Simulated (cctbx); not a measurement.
## MoIr2 with cctbx, script by script

Library: cctbx 2025.11. The data are simulated by the first script.

## 1. Simulate the data

run.py:

```python
from cctbx import adptbx, crystal, miller, sgtbx, xray
from cctbx.array_family import flex
from iotbx.shelx import hklf
from scitbx import matrix
import scitbx.random

cs = crystal.symmetry(unit_cell=(7.119, 7.119, 7.119, 90, 90, 90), space_group_symbol='Hall: F 4d 2 3 -1d')  # Fd-3m
atoms = [  # label, site, U (iso, or U11 U22 U33 U12 U13 U23 in A^2), occupancy
    ("Ir1", (0.375, 0.125, 0.375), 0.0161, 1),
    ("Mo1", (0.25, 0.75, 0.25), 0.0213, 1),
]
xs = xray.structure(crystal_symmetry=cs)
for label, site, u, occ in atoms:
    u = adptbx.u_cif_as_u_star(cs.unit_cell(), u) if isinstance(u, tuple) else u
    xs.add_scatterer(xray.scatterer(label, site=site, u=u, occupancy=occ))
xs.set_inelastic_form_factors(1.54184, "sasaki")
xs.show_summary()
p1 = xs.expand_to_p1()
ms = miller.build_set(p1, anomalous_flag=True, d_min=0.83)
flex.set_random_seed(272101)
scitbx.random.set_random_seed(272101)
ms = ms.select(flex.random_double(ms.size()) < 0.5)
i = ms.structure_factors_from_scatterers(p1, algorithm="direct").f_calc().as_intensity_array().data()
i = i * 70000 / flex.max(i)
sig = flex.sqrt(i + flex.pow2(0.03 * i) + 2 ** 2)
noise = scitbx.random.variate(scitbx.random.normal_distribution())(i.size())
data = ms.array(data=i + sig * noise, sigmas=sig).set_observation_type_xray_intensity()
with open("data.hkl", "w") as f:
    data.export_as_shelx_hklf(f)
print("reflections written:", data.size(), " <I/sigma> = %.1f" % flex.mean(data.data() / data.sigmas()))
for h, a, b in list(data.sort("data"))[:12]:
    print("%4d%4d%4d %9.1f %7.1f" % (h + (a, b)))
```

```console
$ python run.py
```

```text
Number of scatterers: 2
At special positions: 2
Unit cell: (7.119, 7.119, 7.119, 90, 90, 90)
Space group: F d -3 m :1 (No. 227)
reflections written: 1307  <I/sigma> = 5.7
  -2   2   2   72401.8  2116.6
  -2  -2   2   68780.4  2116.6
  -4   0  -4   59566.1  1723.4
  -4   4   0   59489.4  1723.4
   4   0   4   58683.9  1723.4
  -4   0   4   57658.1  1723.4
   4  -4   0   57270.5  1723.4
  -1  -3  -1   36587.4  1052.6
  -1   3  -1   35556.8  1052.6
   1   1   3   35390.9  1052.6
  -3  -1   1   35305.0  1052.6
  -3  -1  -1   35283.4  1052.6
```

Run time: 0.24 s on 1 thread of Arm Neoverse V2, on a shared host, peak memory 0.07 GiB.

## 2. Refinement (right model, isotropic)

run.py:

```python
import math
from cctbx import adptbx, crystal, maptbx, sgtbx, xray
from cctbx.array_family import flex
from cctbx.xray import observations
from iotbx.shelx import hklf
from scitbx.lstbx import normal_eqns_solving
from smtbx import absolute_structure, utils
from smtbx.refinement import constraints, least_squares

cs = crystal.symmetry(unit_cell=(7.119, 7.119, 7.119, 90, 90, 90), space_group_symbol='Hall: F 4d 2 3 -1d')  # Fd-3m
atoms = [  # label, site, U (iso, or U11 U22 U33 U12 U13 U23 in A^2), occupancy
    ("Ir1", (0.375, 0.125, 0.375), 0.0200, 1),
    ("Mo1", (0.25, 0.75, 0.25), 0.0200, 1),
]
xs = xray.structure(crystal_symmetry=cs)
for label, site, u, occ in atoms:
    u = adptbx.u_cif_as_u_star(cs.unit_cell(), u) if isinstance(u, tuple) else u
    xs.add_scatterer(xray.scatterer(label, site=site, u=u, occupancy=occ))
xs.set_inelastic_form_factors(1.54184, "sasaki")
raw = hklf.reader(file_name="data.hkl").as_miller_arrays(crystal_symmetry=cs, anomalous=True)[0]
merged = raw.eliminate_sys_absent().merge_equivalents()
fo2 = merged.array().set_observation_type_xray_intensity()
print("Rint %.3f, %d unique reflections to %.2f A" % (merged.r_int(), fo2.size(), fo2.d_min()))
for sc in xs.scatterers():
    sc.flags.set_grad_site(True)
    sc.flags.set_grad_u_aniso(sc.flags.use_u_aniso())
    sc.flags.set_grad_u_iso(sc.flags.use_u_iso())
obs = fo2.as_xray_observations()
extra = {}
rep = constraints.reparametrisation(xs, [], utils.connectivity_table(xs), **extra)
ls = least_squares.crystallographic_ls(obs, rep, weighting_scheme=least_squares.mainstream_shelx_weighting(a=0, b=0))
print("cycle     R1     wR2    GooF  max shift (A)")
for cycle in range(8):
    ls.build_up()
    r1, wr2, goof = ls.r1_factor(cutoff_factor=2)[0], ls.wR2(), ls.goof()
    old = xs.sites_cart()
    normal_eqns_solving.levenberg_marquardt_iterations(ls, n_max_iterations=3, tau=1e-06, step_threshold=1e-7)
    big = flex.max((xs.sites_cart() - old).norms())
    print("%4d %7.4f %7.4f %7.3f %9.5f" % (cycle + 1, r1, wr2, goof, big))
    ls.build_up(objective_only=True)
    if abs(ls.wR2() - wr2) < 5e-5 and big < 5e-4:
        break
ls.build_up()
print("final R1 %.4f wR2 %.4f GooF %.3f  parameters %d  data/parameter %.1f" % (ls.r1_factor(cutoff_factor=2)[0], ls.wR2(), ls.goof(), ls.n_parameters, fo2.size() / ls.n_parameters))
cov = ls.covariance_matrix_and_annotations()
su = dict(zip(cov.annotations, (math.sqrt(max(v, 0)) for v in cov.matrix.matrix_packed_u_diagonal())))
a2 = cs.unit_cell().reciprocal_parameters()[0] ** -2
print("atom        x        y        z      Ueq    occ   su(xyz)  su(Uiso or U11)")
for sc in xs.scatterers():
    s = max(su.get(sc.label + k, 0) for k in (".x", ".y", ".z"))
    npd = "" if sc.is_positive_definite_u(cs.unit_cell()) else "  NPD"
    print("%-5s %8.5f %8.5f %8.5f %8.4f %6.3f %8.5f %7.4f%s" % ((sc.label,) + sc.site + (sc.u_iso_or_equiv(cs.unit_cell()), sc.occupancy, s, su.get(sc.label + ".uiso", su.get(sc.label + ".u11", 0) * a2), npd)))
fo = fo2.f_sq_as_f()
fc = fo.structure_factors_from_scatterers(xs, algorithm="direct").f_calc()
diff = fo.f_obs_minus_f_calc(1 / math.sqrt(ls.scale_factor()), fc).average_bijvoet_mates()
m = diff.fft_map(symmetry_flags=maptbx.use_space_group_symmetry, resolution_factor=0.25).apply_volume_scaling()
print("difference map: max %.2f min %.2f rms %.2f" % (m.statistics().max(), m.statistics().min(), m.statistics().sigma()))
peaks = m.peak_search(parameters=maptbx.peak_search_parameters(min_distance_sym_equiv=0.6, max_clusters=6)).all()
near = xs.closest_distances(peaks.sites(), distance_cutoff=4)
sps = cs.special_position_settings(min_distance_sym_equiv=0.5)
for k, (x, h) in enumerate(zip(peaks.sites(), peaks.heights())):
    ss = sps.site_symmetry(x)
    print("Q%-3d %7.4f %7.4f %7.4f %4d %7.2f  %.2f A from %s" % ((k + 1,) + tuple(t % 1 for t in ss.exact_site()) + (ss.multiplicity(), h, near.smallest_distances[k], xs.scatterers()[near.i_seqs[k]].label)))
```

```console
$ python run.py
```

```text
Rint 0.026, 26 unique reflections to 0.84 A
cycle     R1     wR2    GooF  max shift (A)
   1  0.0285  0.1056   9.480   0.00000
   2  0.0053  0.0141   1.262   0.00000
final R1 0.0053 wR2 0.0141 GooF 1.262  parameters 2  data/parameter 13.0
atom        x        y        z      Ueq    occ   su(xyz)  su(Uiso or U11)
Ir1    0.37500  0.12500  0.37500   0.0161  1.000  0.00000  0.0002
Mo1    0.25000  0.75000  0.25000   0.0211  1.000  0.00000  0.0002
difference map: max 0.46 min -0.51 rms 0.14
Q1    0.0000  0.0000  0.2772   48    0.46  1.59 A from Mo1
Q2    0.1250  0.1250  0.1250   16    0.32  0.00 A from Ir1
Q3    0.0950  0.0950  0.5950   32    0.31  1.17 A from Mo1
Q4    0.1179  0.1179  0.8821   32    0.27  1.63 A from Mo1
Q5    0.0521  0.0521  0.0521   32    0.26  0.90 A from Ir1
Q6    0.0783  0.0783  0.4217   32    0.25  0.97 A from Mo1
```

Time: 0.37 s.

## 3. Refinement (right model, anisotropic)

run.py, as its changes from the last script of this kind:

```diff
@@ -12,2 +12,2 @@
-    ("Ir1", (0.375, 0.125, 0.375), 0.0200, 1),
-    ("Mo1", (0.25, 0.75, 0.25), 0.0200, 1),
+    ("Ir1", (0.375, 0.125, 0.375), 0.0161, 1),
+    ("Mo1", (0.25, 0.75, 0.25), 0.0211, 1),
@@ -19,0 +20 @@
+xs.convert_to_anisotropic()
```

```console
$ python run.py
```

```text
Rint 0.026, 26 unique reflections to 0.84 A
cycle     R1     wR2    GooF  max shift (A)
   1  0.0053  0.0141   1.290   0.00000
   2  0.0054  0.0139   1.279   0.00000
final R1 0.0054 wR2 0.0139 GooF 1.279  parameters 3  data/parameter 8.7
atom        x        y        z      Ueq    occ   su(xyz)  su(Uiso or U11)
Ir1    0.37500  0.12500  0.37500   0.0161  1.000  0.00000  0.0002
Mo1    0.25000  0.75000  0.25000   0.0211  1.000  0.00000  0.0002
difference map: max 0.45 min -0.51 rms 0.14
Q1    0.0000  0.0000  0.2782   48    0.45  1.58 A from Mo1
Q2    0.0789  0.0789  0.4211   32    0.39  0.97 A from Mo1
Q3    0.1250  0.1250  0.1250   16    0.32  0.00 A from Ir1
Q4    0.1130  0.1130  0.8870   32    0.28  1.69 A from Mo1
Q5    0.0946  0.0946  0.5946   32    0.24  1.17 A from Mo1
Q6    0.0000  0.0000  0.5000    8    0.23  0.00 A from Mo1
```

Time: 0.38 s.

## 4. Refinement

run.py, as its changes from the last script of this kind:

```diff
@@ -19 +19 @@
-xs.set_inelastic_form_factors(1.54184, "sasaki")
+xs.set_inelastic_form_factors(0.71073, "sasaki")
@@ -34 +34 @@
-for cycle in range(8):
+for cycle in range(12):
```

```console
$ python run.py
```

```text
Rint 0.026, 26 unique reflections to 0.84 A
cycle     R1     wR2    GooF  max shift (A)
   1  0.0483  0.1654  15.171   0.00000
   2  0.0169  0.0453   4.156   0.00000
final R1 0.0169 wR2 0.0453 GooF 4.156  parameters 3  data/parameter 8.7
atom        x        y        z      Ueq    occ   su(xyz)  su(Uiso or U11)
Ir1    0.37500  0.12500  0.37500   0.0183  1.000  0.00000  0.0008
Mo1    0.25000  0.75000  0.25000   0.0146  1.000  0.00000  0.0008
difference map: max 3.91 min -0.61 rms 0.41
Q1    0.0000  0.0000  0.5000    8    3.91  0.00 A from Mo1
Q2    0.0000  0.0000  0.2759   48    0.78  1.60 A from Mo1
Q3    0.1250  0.1250  0.6250   16    0.30  1.54 A from Mo1
Q4    0.1166  0.1166  0.3834   32    0.24  1.44 A from Mo1
Q5    0.0000  0.0000  0.9008   48    0.15  1.27 A from Ir1
Q6    0.0504  0.0504  0.9496   32    0.12  1.46 A from Ir1
```

Time: 0.42 s.

This run holds a fault made on purpose: dispersion terms of the wrong wavelength.

## 5. Refinement

run.py, as its changes from the last script of this kind:

```diff
@@ -12 +12 @@
-    ("Ir1", (0.375, 0.125, 0.375), 0.0161, 1),
+    ("Tm1", (0.375, 0.125, 0.375), 0.0161, 1),
@@ -19 +19 @@
-xs.set_inelastic_form_factors(0.71073, "sasaki")
+xs.set_inelastic_form_factors(1.54184, "sasaki")
```

```console
$ python run.py
```

```text
Rint 0.026, 26 unique reflections to 0.84 A
cycle     R1     wR2    GooF  max shift (A)
   1  0.0903  0.2836  26.009   0.00000
   2  0.0323  0.0827   7.586   0.00000
final R1 0.0323 wR2 0.0827 GooF 7.586  parameters 3  data/parameter 8.7
atom        x        y        z      Ueq    occ   su(xyz)  su(Uiso or U11)
Tm1    0.37500  0.12500  0.37500   0.0092  1.000  0.00000  0.0014
Mo1    0.25000  0.75000  0.25000   0.0276  1.000  0.00000  0.0015
difference map: max 2.67 min -3.64 rms 0.67
Q1    0.1250  0.1250  0.1250   16    2.82  0.00 A from Tm1
Q2    0.0966  0.0966  0.9034   32    0.78  1.60 A from Tm1
Q3    0.0000  0.0000  0.0000    8    0.71  1.54 A from Tm1
Q4    0.0976  0.0976  0.5976   32    0.65  1.20 A from Mo1
Q5    0.9972  0.1996  0.3004   96    0.56  1.63 A from Tm1
Q6    0.0886  0.0886  0.4114   32    0.22  1.09 A from Mo1
```

Time: 0.4 s.

This run holds a fault made on purpose: wrong element: Tm1 is Ir.

## 6. Refinement

run.py, as its changes from the last script of this kind:

```diff
@@ -12 +12 @@
-    ("Tm1", (0.375, 0.125, 0.375), 0.0161, 1),
+    ("Ir1", (0.375, 0.125, 0.375), 0.0161, 1),
@@ -19 +19 @@
-xs.set_inelastic_form_factors(1.54184, "sasaki")
+# no anomalous dispersion
```

```console
$ python run.py
```

```text
Rint 0.026, 26 unique reflections to 0.84 A
cycle     R1     wR2    GooF  max shift (A)
   1  0.0331  0.1115  10.230   0.00000
   2  0.0119  0.0318   2.918   0.00000
final R1 0.0119 wR2 0.0318 GooF 2.918  parameters 3  data/parameter 8.7
atom        x        y        z      Ueq    occ   su(xyz)  su(Uiso or U11)
Ir1    0.37500  0.12500  0.37500   0.0184  1.000  0.00000  0.0005
Mo1    0.25000  0.75000  0.25000   0.0178  1.000  0.00000  0.0006
difference map: max 2.53 min -0.43 rms 0.29
Q1    0.0000  0.0000  0.5000    8    2.53  0.00 A from Mo1
Q2    0.0000  0.0000  0.2786   48    0.61  1.58 A from Mo1
Q3    0.1174  0.1174  0.3826   32    0.26  1.45 A from Mo1
Q4    0.1250  0.1250  0.6250   16    0.21  1.54 A from Mo1
Q5    0.0000  0.0000  0.0824   48    0.15  1.29 A from Ir1
```

It took 0.38 s on 1 thread of Arm Neoverse V2 (shared host), peak memory 0.09 GiB.

This run holds a fault made on purpose: anomalous dispersion left out.

[Logs are printed without paths, hosts, clocks, repeated set-up lines and the standing remarks that a program may print on its own settings, such as how far it seeks lower states.]
